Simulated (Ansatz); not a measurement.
**LiMgBN2 (I-4m2): phonons and vibrational spectra**

Aim: the vibrations of LiMgBN2 (I-4m2), their spectra, and whether the structure is stable.

Main program and level: Ansatz 0.2.0; DFT PBEsol, scalar-relativistic, plane waves, PAW.

Most raw output is cut from this account.

### Step 1. Set-up

The structure is tetragonal, space group I-4m2 (No. 119). Conventional cell: a = 3.819 Å, b = 3.819 Å, c = 8.887 Å, α = 90.00°, β = 90.00°, γ = 90.00°. Nearest to Li lie 4 N at 2.10 Å. Mg has 4 N at 2.10 Å nearest. Nearest to B lie 2 N at 1.34 Å. N has 1 B at 1.34 Å and 2 Li at 2.10 Å and 2 Mg at 2.10 Å nearest. Farther neighbours and most contacts between anions are not listed.

Structure file:

```cif
data_structure
_symmetry_space_group_name_H-M 'I-4m2'
_symmetry_Int_Tables_number 119
_cell_length_a 3.8193
_cell_length_b 3.8193
_cell_length_c 8.8870
_cell_angle_alpha 90.000
_cell_angle_beta 90.000
_cell_angle_gamma 90.000
_cell_volume 129.64
loop_
_atom_site_label
_atom_site_type_symbol
_atom_site_symmetry_multiplicity
_atom_site_Wyckoff_symbol
_atom_site_fract_x
_atom_site_fract_y
_atom_site_fract_z
_atom_site_occupancy
Li1 Li 2 d 0.50000 0.00000 0.25000 1
Mg1 Mg 2 c 0.00000 0.50000 0.25000 1
B1 B 2 b 0.50000 0.50000 0.00000 1
N1 N 4 e 0.50000 0.50000 0.15126 1
```

### Step 2. Bringing the structure to rest

Harmonic phonons are second derivatives at a point where the forces vanish, and they are wanted at zero stress, so atoms and cell are relaxed first.

The input, input.yaml:

```yaml
crystal:
  lattice:
    - [-1.909656, 1.909656, 4.443522]
    - [1.909656, -1.909656, 4.443522]
    - [1.909656, 1.909656, -4.443522]
  atoms:
    - { symbol: Li, position: [0.25, 0.75, 0.5] }
    - { symbol: Mg, position: [0.75, 0.25, 0.5] }
    - { symbol: B, position: [0.5, 0.5, 0.0] }
    - { symbol: "N", position: [0.6512635, 0.6512635, 0.0] }
    - { symbol: "N", position: [0.3487365, 0.3487365, 0.0] }
kpoints:
  mp_grid: { grid: [8, 8, 8] }
hamiltonian:
  xc: pbesol
scf:
  occupations: { method: gaussian, width: 0.02 }
output:
  forces: true
  stress: true
  eigenvalues: true
relax:
  adjacent_minimum: "off"
  f_tol: 0.005
  max_steps: 80
  cell: { stress_tol: 0.05 }
```

The run is started by

```bash
$ ansatz run input.yaml --threads 4 --pin off --max-ram 7168MiB --backend cpu --events-out ev --progress --plain --runs-dir out
```

Run time: 33 s. Hardware: 4 threads of Arm Neoverse N1, shared host; peak memory 0.46 GiB.

Relaxation path:

```csv
step,energy less that of the first step (eV),largest force component (eV/Å),pressure (GPa),volume (Å³)
1,0.0000,0.1152,-1.83,64.82
2,-0.0095,0.0572,-0.90,64.00
3,-0.0137,0.0087,0.03,63.19
4,-0.0136,0.0036,0.00,63.22
5*,-0.0107,0.0033,-0.07,63.22
6,-0.0108,0.0345,0.06,63.16
7,-0.0108,0.0003,-0.03,63.19
8*,-0.0108,0.0003,-0.03,63.19
```

Relaxation steps marked * repeat the geometry before them on a plane-wave basis chosen anew for their cell, so energy and pressure can jump there. Relaxation step 6 was tried and not accepted.

Forces are held to the 8 operations that the run works with; a distortion that breaks them can't arise in this run.

```
conventional cell, symmetrised  before  after  change
                         a (Å)   3.819  3.779  -1.1 %
                         b (Å)   3.819  3.779  -1.1 %
                         c (Å)   8.887  8.848  -0.4 %
              volume (Å³/atom)   12.96  12.64  -2.5 %
```

The relaxed structure:

```cif
data_structure
_symmetry_space_group_name_H-M 'P 1'
_symmetry_Int_Tables_number 1
_cell_length_a 5.1686
_cell_length_b 5.1686
_cell_length_c 5.1686
_cell_angle_alpha 137.112
_cell_angle_beta 137.112
_cell_angle_gamma 62.266
_cell_volume 63.19
loop_
_atom_site_label
_atom_site_type_symbol
_atom_site_fract_x
_atom_site_fract_y
_atom_site_fract_z
_atom_site_occupancy
Li1 Li 0.25000 0.75000 0.50000 1
Mg2 Mg 0.75000 0.25000 0.50000 1
B3 B 0.50000 0.50000 0.00000 1
N4 N 0.65174 0.65174 0.00000 1
N5 N 0.34826 0.34826 0.00000 1
```

Numbers from this step:

```
pressure           : -0.02555 GPa
gap on the k-mesh  : 2.534 eV
volume per atom    : 12.64 Å³
direct gap on mesh : 3.446 eV
```

In this step the volume went from 12.96 to 12.64 Å³/atom.

### Step 3. Tight relaxation

Phonons need a cell at rest on their own settings, so the relaxation is repeated with tight tolerances on forces and stress on the k mesh and occupations of the first response run.

The input, input.yaml:

```yaml
crystal:
  lattice:
    - [-1.8895818247, 1.8895818247, 4.4241361896]
    - [1.8895818247, -1.8895818247, 4.4241361896]
    - [1.8895818247, 1.8895818247, -4.4241361896]
  atoms:
    - { symbol: Li, position: [0.25, 0.75, 0.5] }
    - { symbol: Mg, position: [0.75, 0.25, 0.5] }
    - { symbol: B, position: [0.5, 0.5, 0.0] }
    - { symbol: "N", position: [0.6517414792, 0.6517414792, 0.0] }
    - { symbol: "N", position: [0.3482585208, 0.3482585208, 0.0] }
kpoints:
  mp_grid: { grid: [8, 8, 8] }
hamiltonian:
  xc: pbesol
scf:
  occupations: { method: fixed }
output:
  forces: true
  stress: true
  eigenvalues: true
  write_density: true
  write_potential: true
  elf: true
  volumetric_format: npy
relax:
  adjacent_minimum: "off"
  f_tol: 0.001
  max_steps: 60
  cell: { stress_tol: 0.01 }
```

The job ended after 17 s (4 threads; peak memory 0.44 GiB).

Little changed from the start: no atom moved by 0.005 Å and no cell edge by 0.1 %.

Numbers from this step:

| Property | Result |
| --- | --- |
| pressure | -1.60e-4 GPa |
| gap on the k-mesh | 2.535 eV |
| volume per atom | 12.63 Å³ |
| direct gap on mesh | 3.447 eV |

ELF in the ac plane of the conventional cell at fractional y = 0.000, with atoms of Li and Mg and B and N within 0.2 Å of it. It is the smooth field of the valence electrons, not physical close to the nuclei.

Values, 24 rows by 14 columns, each cell a mean:
```
0.00 0.00 0.01 0.01 0.02 0.02 0.02 0.02 0.02 0.02 0.01 0.01 0.01 0.00
0.01 0.01 0.01 0.02 0.03 0.03 0.03 0.03 0.03 0.03 0.02 0.02 0.01 0.01
0.02 0.02 0.02 0.03 0.03 0.03 0.03 0.03 0.03 0.03 0.03 0.02 0.02 0.02
0.11 0.09 0.06 0.03 0.02 0.05 0.09 0.10 0.07 0.03 0.02 0.04 0.07 0.10
0.44 0.38 0.24 0.06 0.07 0.25 0.36 0.38 0.34 0.16 0.04 0.14 0.31 0.42
0.76 0.73 0.58 0.18 0.14 0.36 0.32 0.26 0.37 0.29 0.09 0.37 0.66 0.74
0.80 0.83 0.80 0.46 0.14 0.30 0.36 0.32 0.35 0.23 0.22 0.65 0.83 0.82
0.42 0.67 0.83 0.72 0.27 0.13 0.24 0.29 0.21 0.16 0.46 0.79 0.78 0.54
0.21 0.52 0.77 0.76 0.53 0.18 0.05 0.04 0.08 0.30 0.65 0.79 0.71 0.39
0.71 0.76 0.78 0.69 0.52 0.27 0.08 0.04 0.14 0.37 0.61 0.74 0.79 0.74
0.67 0.69 0.68 0.59 0.41 0.21 0.06 0.03 0.11 0.29 0.49 0.64 0.69 0.68
0.12 0.20 0.38 0.44 0.32 0.15 0.04 0.02 0.08 0.22 0.38 0.43 0.29 0.15
0.35 0.42 0.52 0.52 0.37 0.18 0.05 0.03 0.09 0.26 0.45 0.55 0.50 0.39
0.80 0.80 0.78 0.68 0.49 0.25 0.07 0.03 0.13 0.35 0.58 0.73 0.79 0.80
0.50 0.68 0.79 0.74 0.58 0.30 0.07 0.03 0.14 0.42 0.66 0.77 0.75 0.58
0.17 0.52 0.78 0.78 0.53 0.19 0.05 0.04 0.07 0.31 0.69 0.80 0.72 0.35
0.65 0.76 0.83 0.71 0.29 0.15 0.42 0.54 0.26 0.11 0.49 0.80 0.83 0.72
0.82 0.81 0.74 0.46 0.11 0.38 0.90 0.97 0.73 0.16 0.20 0.63 0.79 0.82
0.64 0.58 0.45 0.20 0.04 0.29 0.78 0.87 0.63 0.14 0.06 0.30 0.51 0.62
0.27 0.22 0.14 0.06 0.02 0.05 0.19 0.25 0.14 0.03 0.02 0.08 0.17 0.25
0.05 0.04 0.03 0.02 0.02 0.02 0.02 0.02 0.02 0.02 0.02 0.03 0.03 0.04
0.01 0.01 0.01 0.02 0.02 0.03 0.03 0.03 0.03 0.03 0.02 0.02 0.01 0.01
0.00 0.00 0.01 0.01 0.02 0.02 0.02 0.03 0.02 0.02 0.02 0.01 0.01 0.00
0.00 0.00 0.01 0.01 0.01 0.02 0.02 0.02 0.02 0.02 0.01 0.01 0.00 0.00
```
Columns run along a (3.8 Å), rows up along c (8.8 Å), edges of the conventional cell, whose origin can differ from the input's. Atoms in or near the plane, at fractional coordinates: Li at (0.50, 0.25), Mg at (0.50, 0.75), B at (0.00, 0.50), N at (0.00, 0.65), N at (0.00, 0.35).

Electrostatic potential energy in the ac plane of the conventional cell at fractional y = 0.000, with atoms of Li and Mg and B and N within 0.2 Å of it. With pseudopotentials it is smooth inside the atoms' cores, unlike the true potential.

Ten even steps from '0' (-60 eV) to '9' (8 eV), each cell a mean:
```
99999999999999
99999999999999
99999999999999
99999887889999
99998532468999
99987200048999
67897300158986
02698755689851
01699988899840
35899999999974
35799999999874
01589999999740
13699999999852
46899999999975
13799999999952
01699999999840
24899866789963
89998644579998
99998754679999
99999887899999
99999999999999
99999999999999
99999999999999
99999999999999
```
Columns run along a (3.8 Å; values clipped at the 3rd and 97th percentile), rows up along c (8.8 Å), edges of the conventional cell, whose origin can differ from the input's. Atoms in or near the plane, at fractional coordinates: Li at (0.50, 0.25), Mg at (0.50, 0.75), B at (0.00, 0.50), N at (0.00, 0.65), N at (0.00, 0.35).

Valence density in the ac plane of the conventional cell at fractional y = 0.000, with atoms of Li and Mg and B and N within 0.2 Å of it. It is the smooth field of the valence electrons, not physical close to the nuclei.

Ten steps, logarithmic in the rise over the least value, from '0' (0 e/Å³) to '9' (25 e/Å³), each cell a mean:
```
00000000000000
00000000000000
00000000000000
00000011000000
00001367520000
21112699841112
43222589741234
55421244312345
55421000011345
54321000001245
43210000001233
22210000001122
33210000001123
44311000001234
55321000001345
55421000001345
54321134311245
32211367521123
11000356410011
00000012100000
00000000000000
00000000000000
00000000000000
00000000000000
```
Columns run along a (3.8 Å), rows up along c (8.8 Å), edges of the conventional cell, whose origin can differ from the input's. Atoms in or near the plane, at fractional coordinates: Li at (0.50, 0.25), Mg at (0.50, 0.75), B at (0.00, 0.50), N at (0.00, 0.65), N at (0.00, 0.35).

The largest force component left is 0.074 meV/Å and the pressure is 0.000 GPa, within the tolerances set. The cell now holds 12.63 Å³/atom.

### Step 4. Zone-centre response

The zone centre is the only wavevector solved here; it holds the modes that light can see, as far as symmetry allows. The response to a homogeneous field gives the Born charges and the dielectric tensor, and its change with displacement the Raman tensors.

The input, input.yaml:

```yaml
crystal:
  lattice:
    - [-1.8892276976, 1.8892276976, 4.4243197671]
    - [1.8892276976, -1.8892276976, 4.4243197671]
    - [1.8892276976, 1.8892276976, -4.4243197671]
  atoms:
    - { symbol: Li, position: [0.25, 0.75, 0.5] }
    - { symbol: Mg, position: [0.75, 0.25, 0.5] }
    - { symbol: B, position: [0.5, 0.5, 0.0] }
    - { symbol: "N", position: [0.651730415, 0.651730415, 0.0] }
    - { symbol: "N", position: [0.348269585, 0.348269585, 0.0] }
kpoints:
  mp_grid: { grid: [8, 8, 8] }
hamiltonian:
  xc: pbesol
scf:
  occupations: { method: fixed }
output:
  eigenvalues: true
phonons:
  method: dfpt
  dielectric: true
  rigid_motions: translations
  raman: true
```

Run time: 6.9 min. Hardware: 4 threads; peak memory 1.5 GiB.

This step gave:

* sum-rule residual before enforcement: 2.49e-4 eV/Å²
* miss of the charge sum rule: 3.37e-5 e
* point group: -42m
* highest optical mode at the zone centre (no LO-TO term): 1703 cm⁻¹
* lowest optical zone-centre mode: 248.5 cm⁻¹
* mean high-frequency dielectric constant: 3.180
* largest Born charge (third of the trace): -1.958 e
* mean static dielectric constant: 5.588
* top of the zone-centre spectrum with the field: 1832 cm⁻¹

Without the LO-TO term. Patterns of degenerate modes are one choice out of their space. The modes at Γ (shares of kinetic energy by element, %):

| mode | frequency (cm⁻¹) | symmetry | Li % | Mg % | B % | N % |
| --- | --- | --- | --- | --- | --- | --- |
| 1 | 0.0 | acoustic | 10 | 35 | 15 | 40 |
| 2 | 0.0 | acoustic | 10 | 35 | 15 | 40 |
| 3 | 0.0 | acoustic | 10 | 35 | 15 | 40 |
| 4 | 248.5 | B2 | 59 | 39 | 1 | 2 |
| 5 | 314.6 | E | 0 | 26 | 7 | 66 |
| 6 | 314.6 | E | 0 | 26 | 7 | 66 |
| 7 | 446.1 | E | 24 | 10 | 33 | 34 |
| 8 | 446.1 | E | 24 | 10 | 33 | 34 |
| 9 | 450.8 | B2 | 31 | 27 | 9 | 32 |
| 10 | 497.9 | E | 65 | 23 | 2 | 9 |
| 11 | 497.9 | E | 65 | 23 | 2 | 9 |
| 12 | 608.7 | E | 1 | 6 | 42 | 51 |
| 13 | 608.7 | E | 1 | 6 | 42 | 51 |
| 14 | 1070.2 | A1 | 0 | 0 | 0 | 100 |
| 15 | 1702.8 | B2 | 0 | 0 | 74 | 26 |

Displacements in mode 4 (248.5 cm⁻¹), the largest set to 1:
```
Li1  0.00  0.00  1.00
Mg2  0.00  0.00 -0.43
B3   0.00  0.00  0.09
N4   0.00  0.00  0.09
N5   0.00  0.00  0.09
```

Displacements in mode 13 (608.7 cm⁻¹), the largest set to 1:
```
Li1  0.00 -0.16  0.00
Mg2  0.00 -0.25  0.00
B3   0.01 -1.00  0.00
N4  -0.01  0.40  0.00
N5   0.00  0.88  0.00
```

Optical modes at the zone centre, without and with the macroscopic field of the longitudinal modes; each column is sorted by frequency, so a row need not hold one and the same mode. Modes with and without the field, by row:

```csv
rank among optical modes,no field (cm⁻¹),"q along (1, 0, 0) (cm⁻¹)","q along (0, 0, 1) (cm⁻¹)"
1,248.5,248.5,249
2,314.6,314.6,314.6
3,314.6,346.4,314.6
4,446.1,446.1,446.1
5,446.1,450.8,446.1
6,450.8,481.6,497.9
7,497.9,497.9,497.9
8,497.9,505.6,540.3
9,608.7,608.7,608.7
10,608.7,679.7,608.7
11,1070,1070,1070
12,1703,1703,1832
```

Born charge (rows field, columns displacement) (e), principal values of the symmetric part by kind of site:

```
atom  atoms with these values    low  middle   high   mean
 Li1                        1   0.87    0.95   0.95   0.92
 Mg2                        1   1.80    1.90   1.90   1.87
  B3                        1  -0.02   -0.02   3.43   1.13
  N4                        2  -3.05   -1.50  -1.33  -1.96
```

In full for B3:

```
-0.02  0.00  0.00
 0.00 -0.02  0.00
 0.00  0.00  3.43
```

High-frequency dielectric tensor:

```
2.87 0.00 0.00
0.00 2.87 0.00
0.00 0.00 3.79
```

Static dielectric tensor (ions relaxed, fixed cell):

```
5.22 0.00 0.00
0.00 5.22 0.00
0.00 0.00 6.33
```

Transverse modes. Lines of the infrared spectrum (strongest = 100):

| position (cm⁻¹) | label | relative intensity |
| --- | --- | --- |
| 248 | B2 | 0.1 |
| 315 | E | 13 |
| 446 | E | 16 |
| 451 | B2 | 23 |
| 498 | E | 1.3 |
| 609 | E | 22 |
| 1070 | A1 | 0.0 |
| 1703 | B2 | 100 |

Activity x (w_L - w)^4 (n + 1)/w, 532 nm, 300 K; modes without the macroscopic field alone. Lines of the Raman spectrum (strongest = 100):

```csv
position (cm⁻¹),label,relative intensity
248,B2,0.3
315,E,0.1
446,E,0.4
451,B2,0.0
498,E,4.9
609,E,1.2
1070,A1,100
1703,B2,0.2
```

Static second-order susceptibility (pm/V), twice the coefficient d of second-harmonic generation. Second order susceptibility, by row:

```csv
field along,xx,yy,zz,yz,xz,xy
x,0,0,0,0,-1.35,0
y,0,0,0,1.35,0,0
z,-1.35,1.35,0,0,0,0
```

Before it was imposed, the acoustic sum rule was missed by 2.5e-4 eV/Å² and the charge sum rule by 3.4e-5 e. Small misses are needed for a sound result but don't prove that mesh and cutoff are converged. The lowest optical mode is real, 248 cm⁻¹.

### Step 5. Isotope substitution, element B, natural mass 10.81 amu

An isotope changes the mass and not the force constants, so no new electronic calculation is needed; the shifts show which modes move this element.

The same force constants with the mass of B changed from 10.810 to 10.013 u (phonopy, no LO-TO term). Both lists are sorted by frequency; levels can cross, so a row need not hold one and the same mode. Modes under 3 cm⁻¹ are left out. Isotope shifts, by row:

| q | rank | natural mass (cm⁻¹) | changed mass (cm⁻¹) |
| --- | --- | --- | --- |
| 0 0 0 | 4 | 248.5 | 248.6 |
| 0 0 0 | 5 | 314.6 | 315.5 |
| 0 0 0 | 6 | 314.6 | 315.5 |
| 0 0 0 | 7 | 446.1 | 451.5 |
| 0 0 0 | 8 | 446.1 | 451.5 |
| 0 0 0 | 9 | 450.8 | 452.4 |
| 0 0 0 | 10 | 497.9 | 498.4 |
| 0 0 0 | 11 | 497.9 | 498.4 |
| 0 0 0 | 12 | 608.7 | 619.2 |
| 0 0 0 | 13 | 608.7 | 619.2 |
| 0 0 0 | 14 | 1070 | 1070 |
| 0 0 0 | 15 | 1703 | 1753 |

A mode of this element alone would shift by +3.90 %. The highest zone-centre frequency without the field goes from 1702.8 to 1752.6 cm⁻¹ (+2.9 %). The product of the frequency ratios over all optical modes at Γ is 1.103; the product rule, (m/m′)^(3k/2) (M′/M)^(3/2) with k = 1 such atoms and M the mass of the cell, gives 1.103.

### Step 6. Isotope substitution, element Li, natural mass 6.94 amu

The same for Li, from 6.94 to 6.02 u.

A mode of this element alone would shift by +7.41 %. The highest zone-centre frequency without the field goes from 1702.8 to 1702.9 cm⁻¹ (+0.0 %). The product of the frequency ratios over all optical modes at Γ is 1.215; the product rule, (m/m′)^(3k/2) (M′/M)^(3/2) with k = 1 such atoms and M the mass of the cell, gives 1.215.

### Step 7. Isotope substitution, element Mg, natural mass 24.305 amu

The same for Mg, from 24.30 to 25.98 u.

The same force constants with the mass of Mg changed from 24.305 to 25.983 u (phonopy, no LO-TO term). Both lists are sorted by frequency; levels can cross, so a row need not hold one and the same mode. Modes under 3 cm⁻¹ are left out. Isotope shifts, by row:

```csv
q,rank,natural mass (cm⁻¹),changed mass (cm⁻¹)
0 0 0,4,248.5,245.3
0 0 0,5,314.6,311.8
0 0 0,6,314.6,311.8
0 0 0,7,446.1,444.6
0 0 0,8,446.1,444.6
0 0 0,9,450.8,447
0 0 0,10,497.9,494.3
0 0 0,11,497.9,494.3
0 0 0,12,608.7,607.6
0 0 0,13,608.7,607.6
0 0 0,14,1070,1070
0 0 0,15,1703,1703
```

A mode of this element alone would shift by -3.28 %. The highest zone-centre frequency without the field goes from 1702.8 to 1702.8 cm⁻¹ (-0.0 %). The product of the frequency ratios over all optical modes at Γ is 0.937; the product rule, (m/m′)^(3k/2) (M′/M)^(3/2) with k = 1 such atoms and M the mass of the cell, gives 0.937.

### Step 8. Isotope substitution, element N, natural mass 14.007 amu

The same for N, from 14.01 to 15.00 u.

The same force constants with the mass of N changed from 14.007 to 15.000 u (phonopy, no LO-TO term). Both lists are sorted by frequency; levels can cross, so a row need not hold one and the same mode. Modes under 3 cm⁻¹ are left out. Isotope shifts, by row:

| q | rank | natural mass (cm⁻¹) | changed mass (cm⁻¹) |
| --- | --- | --- | --- |
| 0 0 0 | 4 | 248.5 | 248.3 |
| 0 0 0 | 5 | 314.6 | 307.5 |
| 0 0 0 | 6 | 314.6 | 307.5 |
| 0 0 0 | 7 | 446.1 | 441 |
| 0 0 0 | 8 | 446.1 | 441 |
| 0 0 0 | 9 | 450.8 | 445.9 |
| 0 0 0 | 10 | 497.9 | 496.5 |
| 0 0 0 | 11 | 497.9 | 496.5 |
| 0 0 0 | 12 | 608.7 | 598.4 |
| 0 0 0 | 13 | 608.7 | 598.4 |
| 0 0 0 | 14 | 1070 | 1034 |
| 0 0 0 | 15 | 1703 | 1688 |

A mode of this element alone would shift by -3.37 %. The highest zone-centre frequency without the field goes from 1702.8 to 1688.4 cm⁻¹ (-0.8 %). The product of the frequency ratios over all optical modes at Γ is 0.849; the product rule, (m/m′)^(3k/2) (M′/M)^(3/2) with k = 2 such atoms and M the mass of the cell, gives 0.849.

### Step 9. Results

| Quantity | Value |
| --- | --- |
| space group after relaxation (within 0.01 Å) | I-4m2 |
| volume per atom | 12.6 Å³ |
| gap on the k-mesh | 2.53 eV |
| highest optical mode at the zone centre (no LO-TO term) | 1703 cm⁻¹ |
| top of the zone-centre spectrum with the field | 1832 cm⁻¹ |
| lowest optical zone-centre mode | 248 cm⁻¹ |
| mean high-frequency dielectric constant | 3.18 |
| mean static dielectric constant | 5.59 |
| largest Born charge (third of the trace) | -1.96 e |
| imaginary modes at Γ (the only wavevector solved) | none |

What this shows: The structure is stable against zone-centre distortions, since no mode there is imaginary; runs at other wavevectors are not part of this account. Without the field, the optical modes at Γ span 248 to 1703 cm⁻¹. The dispersion is not part of this account. The highest mode in this list at Γ, 1702.8 cm⁻¹, is mostly motion of B (74 % of the kinetic energy). With the macroscopic field of the longitudinal modes the top of the zone-centre spectrum lies at 1832 cm⁻¹, against 1703 cm⁻¹ without it. Lattice motion raises the mean dielectric constant from 3.180 to 5.588. The strongest infrared line is at 1703 cm⁻¹. Averaged over orientations, the strongest Raman line at 532 nm and 300 K is at 1070 cm⁻¹, among the modes without the field; their longitudinal partners can be Raman active too. These are harmonic frequencies at zero temperature: anharmonic shifts, linewidths and thermal expansion are left out.

[Logs are printed without paths, hosts, clocks, repeated set-up lines and the standing remarks that a program may print on its own settings, such as how far it seeks lower states.]

[Hosts, paths, dates, database ids (printed as entryN), source tags and the programs' standing remarks are cut or masked in the printed files.]
